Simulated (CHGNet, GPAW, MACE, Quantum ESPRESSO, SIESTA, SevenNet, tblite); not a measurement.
## (16,0) blue phosphorene nanotube (64 atoms) in other programs, against a plane-wave reference

Wanted: errors and costs of other methods on (16,0) blue phosphorene nanotube (64 atoms). A plane-wave run serves as the reference.

Calculated with Quantum ESPRESSO 7.5; Kohn-Sham DFT, PBE, SSSP efficiency 1.3.0 pseudopotentials, plane waves.

## Step 1: Starting point

The cell holds 64 atoms: 64 P. Its edges and angles: a = 26.945 Å, b = 26.945 Å, c = 5.681 Å, α = 90.0°, β = 90.0°, γ = 90.0°. It derives from P (blue phosphorene). Blue phosphorene sheet (a = 3.28 Å) rolled into a (16,0) tube of diameter 16.70 Å, 1 period, 9 Å of vacuum; not relaxed, displaced by a Gaussian of 0.02 Å. Then every atom was moved at random, 0.03 Å r.m.s. a Cartesian component. Vacuum lies along a and b. The structure's axis is c.

## Step 2: Plane-wave reference

File pw.in:

```
&control
  calculation = 'scf'
  pseudo_dir = './pseudo'
  outdir = './tmp'
  disk_io = 'none'
  tprnfor = .true.
/
&system
  ibrav = 0
  nat = 64
  ntyp = 1
  ecutwfc = 45
  ecutrho = 360
  nosym = .true.
  occupations = 'smearing'
  smearing = 'fd'
  degauss = 0.003675
/
&electrons
  conv_thr = 3.2e-07
  electron_maxstep = 100
  mixing_beta = 0.2
  mixing_mode = 'local-TF'
  diagonalization = 'david'
/
ATOMIC_SPECIES
P 30.974 P.upf
CELL_PARAMETERS angstrom
26.94490 0.00000 0.00000
0.00000 26.94490 0.00000
0.00000 0.00000 5.68113
ATOMIC_POSITIONS crystal
P 0.83251 0.49879 0.33494
P 0.78090 0.55614 0.15912
P 0.80906 0.62568 0.33530
P 0.73952 0.66002 0.16697
P 0.82613 0.56229 0.84201
P 0.76373 0.60943 0.66938
P 0.73347 0.73365 0.31761
P 0.65950 0.74047 0.16506
P 0.77699 0.68513 0.82647
P 0.70249 0.70161 0.67000
P 0.62763 0.80805 0.33780
P 0.55845 0.78179 0.19059
[... 48 atom lines left out ...]
P 0.77809 0.31584 0.83934
P 0.76459 0.38982 0.66022
P 0.82562 0.43465 0.83675
P 0.78790 0.49996 0.66010
K_POINTS gamma
```

Run with:

```console
OMP_NUM_THREADS=1 mpirun -np 8 pw.x -in pw.in > output.txt
```

The program printed:

```text
Program PWSCF
     gamma-point specific algorithms are used
     one sub-group per band group will be used
     scalapack distributed-memory algorithm (size of sub-group:  2*  2 procs)
     Parallelization info
     sticks:   dense  smooth     PW     G-vecs:    dense   smooth      PW
     Min        9282    4640   1158               401357   141846   17753
     Max        9286    4644   1162               401360   141848   17756
     Sum       74269   37137   9281              3210869  1134773  142039
     bravais-lattice index     =            0
     lattice parameter (alat)  =      50.9185  a.u.
     unit-cell volume          =   27834.5677 (a.u.)^3
     number of atoms/cell      =           64
     number of atomic types    =            1
     number of electrons       =       320.00
[... lines left out ...]
     scf convergence threshold =      3.2E-07
[... lines left out ...]
     number of k points=     1  Fermi-Dirac smearing, width (Ry)=  0.0037
[... lines left out ...]
     total energy              =    -898.75844757 Ry
[... lines left out ...]
     total energy              =    -898.56321947 Ry
[... lines left out ...]
     total energy              =    -898.60694784 Ry
[... lines left out ...]
     total energy              =    -898.62163016 Ry
[... lines left out ...]
     iteration # 21     ecut=    45.00 Ry     beta= 0.20
[...]
total energy              =    -898.62163043 Ry
     estimated scf accuracy    <       0.00000034 Ry
     iteration # 22     ecut=    45.00 Ry     beta= 0.20
     negative rho (up, down):  3.008E-04 0.000E+00
     End of self-consistent calculation
          k = 0.0000 0.0000 0.0000 ( 71020 PWs)   bands (ev):
   -16.7833 -16.7006 -16.6569 -16.5509 -16.5330 -16.3284 -16.2417 -15.9754
   -15.9004 -15.5814 -15.4384 -15.0153 -14.9877 -14.4604 -14.3901 -13.8260
   -13.8031 -13.7803 -13.5998 -13.5744 -13.4456 -13.4168 -13.2453 -13.1999
[...]
0.6162   0.7950   0.8170   0.8602   0.8708   0.9073   0.9269   0.9342
     0.9874   0.9979   1.0082   1.0566   1.0739   1.0936   1.1129   1.1545
     the Fermi energy is    -1.3675 ev
!    total energy              =    -898.62163033 Ry
     estimated scf accuracy    <       0.00000026 Ry
     smearing contrib. (-TS)   =      -0.00000001 Ry
     internal energy E=F+TS    =    -898.62163032 Ry
     The total energy is F=E-TS. E is the sum of the following terms:
     one-electron contribution =   -4042.80720039 Ry
     hartree contribution      =    2074.47080794 Ry
     xc contribution           =    -277.23370468 Ry
     ewald contribution        =    1346.94846681 Ry
     convergence has been achieved in  22 iterations
     negative rho (up, down):  3.008E-04 0.000E+00
     Forces acting on atoms (cartesian axes, Ry/au):
     atom    1 type  1   force =     0.02188543    0.01761289    0.00062100
     atom    2 type  1   force =    -0.00700149   -0.01399555    0.01469401
     atom    3 type  1   force =    -0.01001706    0.01325682    0.02095151
[...]
atom   63 type  1   force =     0.00460817   -0.00174125    0.01083365
     atom   64 type  1   force =    -0.01715149   -0.01057873   -0.00294761
     Total force =     0.377413     Total SCF correction =     0.001026
     Message from routine punch:
     Nothing written, as per user request (disk_io='none')
```

Run time: 3.7 min. Hardware: 8 MPI ranks of Arm Neoverse V2, shared host; peak memory 12 GiB.

Banners, paths, timers and routine set-up lines are dropped from the logs unmarked, and long logs keep their key lines alone; longer cuts are marked.

Numbers from this run:

```
r.m.s. force component                           : 0.7003 eV/Å
longest force                                    : 2.63 eV/Å
gap (highest filled to lowest empty level) : 1.726 eV
```

## Step 3: Structure statistics

Normalised to the volume that the atoms fill. Pair distribution function in bins of 0.1 Å:

```tsv
r (Å)	total
2.05	0.00
2.15	2.60
2.25	9.83
2.35	4.01
2.45	0.00
2.55	0.00
2.65	0.00
2.75	0.00
2.85	0.11
2.95	1.20
3.05	1.79
3.15	1.75
3.25	4.24
3.35	3.84
3.45	1.98
3.55	0.90
3.65	0.00
3.75	0.00
3.85	0.59
3.95	3.36
4.05	1.40
4.15	0.00
4.25	0.00
4.35	0.00
4.45	0.00
4.55	0.00
4.65	0.00
4.75	0.00
4.85	0.00
4.95	0.25
5.05	1.88
5.15	3.60
5.25	1.53
5.35	0.98
5.45	0.12
5.55	0.03
5.65	1.74
5.75	0.00
5.85	0.87
5.95	1.34
6.05	0.19
6.15	0.00
6.25	0.02
6.35	0.41
```

Bonds by pair of elements; cutoffs follow the first minimum of g(r), held within bounds set by covalent radii, and pairs that aren't listed don't count as bonded:

```tsv
pair A-B	cutoff (Å)	bonds	mean length (Å)	spread (Å)	shortest (Å)	B about A	A about B
P-P	2.62	96	2.26	0.054	2.12	3	3
```

How many atoms have how many bonded neighbours:

```tsv
element	mean	3
P	3	64
```

Rings of the network by King's shortest-path rule, up to 12 atoms, one path for each pair of neighbours; H, halogens, alkali and alkaline-earth atoms are left out, and the last column divides by all other atoms, bonded or not:

```tsv
ring size (atoms)	rings	per network atom
6	32	0.5
```

## Step 4: What was run beside it

The programs:
- CHGNet: machine-learned potential, published weights.
- GPAW 26.7.0: PAW with atomic orbitals (LCAO), plane waves or a real-space grid of spacing h.
- MACE: machine-learned potential, published weights.
- SIESTA 5.4.2: numerical atomic orbitals, whose automatically made sets are far from complete, with PseudoDojo norm-conserving potentials that we converted to its format (checked against plane waves on the same files for H, C, O, Si, Ge and Ca alone); labels give functional, basis size, energy shift and mesh cutoff.
- SevenNet: machine-learned potential, published weights.
- tblite 0.8.0: extended tight binding, driven from Python.

All use the same cell and atoms; the electronic-structure runs use the same k-mesh, and an electronic temperature of 580 K (0.05 eV) where levels are smeared.

Differences are against the plane-wave reference, forces as r.m.s. over components; share is that over the reference's r.m.s. force, slope the least-squares factor from reference forces to these. Total energies of different programs have different zeros and aren't compared.

```tsv
run	Δ force, r.m.s. (meV/Å)	share (%)	slope	Δ gap (eV)	cores	CPU time	memory (GiB)
reference	-	-	-	-	8	30 min	12
CHGNet 0.3.0 potential	600	85.7	0.180	-	1	3 s	0.53
GPAW PBE, LCAO dzp, h 0.15 Å	219	31.3	1.094	0.143	1	1.9 min	4.0
GPAW PBE, LCAO dzp, h 0.2 Å	218	31.2	1.094	0.143	1	62 s	1.9
GPAW PBE, LCAO dzp, h 0.2 Å, other mixer settings	219	31.3	1.092	0.143	1	74 s	1.6
GPAW PBE, LCAO sz(dzp), h 0.2 Å (coarse)	2387	341	2.083	0.273	1	34 s	1.6
GPAW PBE, LCAO szp(dzp), h 0.2 Å (coarse)	843	120	1.361	0.104	1	52 s	1.8
MACE MP-0b2 small potential	586	83.7	0.445	-	1	5.4 s	0.66
SIESTA PBE, DZP, shift 0.01 Ry, mesh 300 Ry	252	35.9	1.093	-0.0908	1	2.2 min	1.2
SIESTA PBE, DZP, shift 0.01 Ry, mesh 700 Ry	252	35.9	1.093	-0.0909	2	7.9 min	4.4
SIESTA PBE, DZP, shift 0.04 Ry, mesh 300 Ry (coarse)	190	27.2	1.084	-0.230	1	87 s	0.98
SIESTA PBE, SZP, shift 0.01 Ry, mesh 300 Ry (coarse)	1079	154	1.452	-0.348	1	1.7 min	1.1
SIESTA PBE, TZP, shift 0.01 Ry, mesh 300 Ry	244	34.8	1.093	-0.093	1	2.6 min	1.3
SevenNet l3i5 potential	488	69.7	0.452	-	1	7.2 s	0.76
tblite GFN1-xTB	687	98.1	0.778	-	1	2 s	0.13
tblite GFN2-xTB	623	89.0	0.751	-	1	2.7 s	0.13
```

Rows marked coarse were listed beforehand as settings not expected to be converged; some can still land near the reference.

Times of the machine-learned potentials are mostly Python's start and the loading of weights.

CPU time is summed over cores on a shared host, where runs went side by side, so it is rough. Symmetry, cutoffs, thresholds, outputs and thread counts weren't matched or tuned between programs; memory under MPI is the largest rank's times the ranks.

Within one program, basis, potentials and functional, energies share a zero. Each run against its twin at the usual cutoff or grid and solver:

```tsv
run	twin	Δ energy (meV/atom)	Δ force, r.m.s. (meV/Å)	CPU time over the twin's
GPAW PBE, LCAO dzp, h 0.15 Å	LCAO dzp, h 0.2 Å	-6.89	4.19	1.8
GPAW PBE, LCAO dzp, h 0.2 Å, other mixer settings	LCAO dzp, h 0.2 Å	0	3.62	1.2
SIESTA PBE, DZP, shift 0.01 Ry, mesh 700 Ry	DZP, shift 0.01 Ry, mesh 300 Ry	-0.0532	0.309	3.6 (this twin ran on 1 cores)
```

A second geometry, displaced anew (every atom was moved at random, 0.04 Å r.m.s. a Cartesian component), gives an energy difference that all programs can be tested on. The reference puts it at 8.677 meV/atom.

```tsv
run	energy less the first geometry's (meV/atom)	error (meV/atom)	force share at the second geometry (%)
tblite GFN2-xTB	3.367	-5.31	78.9
CHGNet 0.3.0 potential	1.774	-6.90	83.6
MACE MP-0b2 small potential	2.261	-6.42	77.7
SevenNet l3i5 potential	4.553	-4.12	62.9
GPAW PBE, LCAO dzp, h 0.2 Å	11.55	2.87	28.3
SIESTA PBE, DZP, shift 0.01 Ry, mesh 300 Ry	11.87	3.19	32.1
GPAW PBE, LCAO dzp, h 0.15 Å	11.57	2.89	28.3
GPAW PBE, LCAO szp(dzp), h 0.2 Å	19.45	10.8	108
GPAW PBE, LCAO dzp, h 0.2 Å, other mixer settings	11.55	2.87	28.1
GPAW PBE, LCAO sz(dzp), h 0.2 Å	37.11	28.4	303
SIESTA PBE, SZP, shift 0.01 Ry, mesh 300 Ry	22.45	13.8	139
SIESTA PBE, DZP, shift 0.04 Ry, mesh 300 Ry	12.23	3.55	25.2
SIESTA PBE, TZP, shift 0.01 Ry, mesh 300 Ry	11.86	3.19	31.3
SIESTA PBE, DZP, shift 0.01 Ry, mesh 700 Ry	11.87	3.19	32.1
```

## Step 5: What came out

```yaml
reference_r_m_s_force_component: 0.700 eV/Å
nearest_in_forces: SIESTA PBE, DZP, shift 0.04 Ry, mesh 300 Ry (coarse), 27 %
farthest_in_forces: GPAW PBE, LCAO sz(dzp), h 0.2 Å (coarse), 341 %
cheapest_electronic_structure_run_beside_the_reference: tblite GFN1-xTB, 2 s of CPU time
```

In words: The PBE runs in local orbitals, coarse settings apart, differ by 31 % (GPAW PBE, LCAO dzp, h 0.2 Å) to 36 % (SIESTA PBE, DZP, shift 0.01 Ry, mesh 300 Ry); basis, grid and potentials can all enter. Tight binding differs by 89 % (tblite GFN2-xTB) to 98 % (tblite GFN1-xTB); it is another model, with fitted parameters of its own, and the xTB methods hold dispersion. Machine-learned potentials differ by 70 % (SevenNet l3i5 potential) to 86 % (CHGNet 0.3.0 potential); they were trained on other programs' data. Among those trained on PBE data the slope goes as low as 0.18, with a correlation of 0.58, so directions differ as well as sizes. Runs with settings chosen to be coarse differ by 27 % (SIESTA PBE, DZP, shift 0.04 Ry, mesh 300 Ry) to 341 % (GPAW PBE, LCAO sz(dzp), h 0.2 Å), their programs' other errors included. Of the electronic-structure runs that take under half the reference's CPU time, SIESTA PBE, DZP, shift 0.04 Ry, mesh 300 Ry comes nearest, at 27 % in 87 s against 30 min. At the same functional, gaps differ from the reference's 1.73 eV by between -0.35 and +0.27 eV. These are spacings on the run's k-points, which needn't hold the band edges. The energy difference between the two geometries, 8.68 meV/atom in the reference, is met best by GPAW PBE, LCAO dzp, h 0.2 Å (+2.87), GPAW PBE, LCAO dzp, h 0.15 Å (+2.89) and GPAW PBE, LCAO dzp, h 0.2 Å, other mixer settings (+2.87) and worst by GPAW PBE, LCAO sz(dzp), h 0.2 Å (coarse) (+28.4). In the reference: filled and empty levels are parted by 1.73 eV on the run's k-points; the mesh holds the band edges only if they fold onto it, so the gap at this level can be narrower or closed, while semilocal functionals tend to narrow gaps against experiment. In the reference: By these cutoffs all P atoms have 3 bonded neighbours. Periodic xTB results under one method name differ between programs and library versions. Machine-learned potentials mimic data converged in k, so the reference's own k-point error enters their differences. The cell is under 6 Å thick along one periodic direction, so every atom has periodic images of itself close by, which move with it and show among its neighbours and in g(r). The electronic-structure runs sample only Γ, in a cell whose periodic width is 6 Å.

[Also dropped from logs without a mark: logging warnings of Python, and SIESTA's first energy breakdown and zero terms.]

[Logs are printed without paths, hosts, clocks, repeated set-up lines and the standing remarks that a program may print on its own settings, such as how far it seeks lower states.]

[Hosts, paths, dates, database ids (printed as entryN), source tags and the programs' standing remarks are cut or masked in the printed files.]
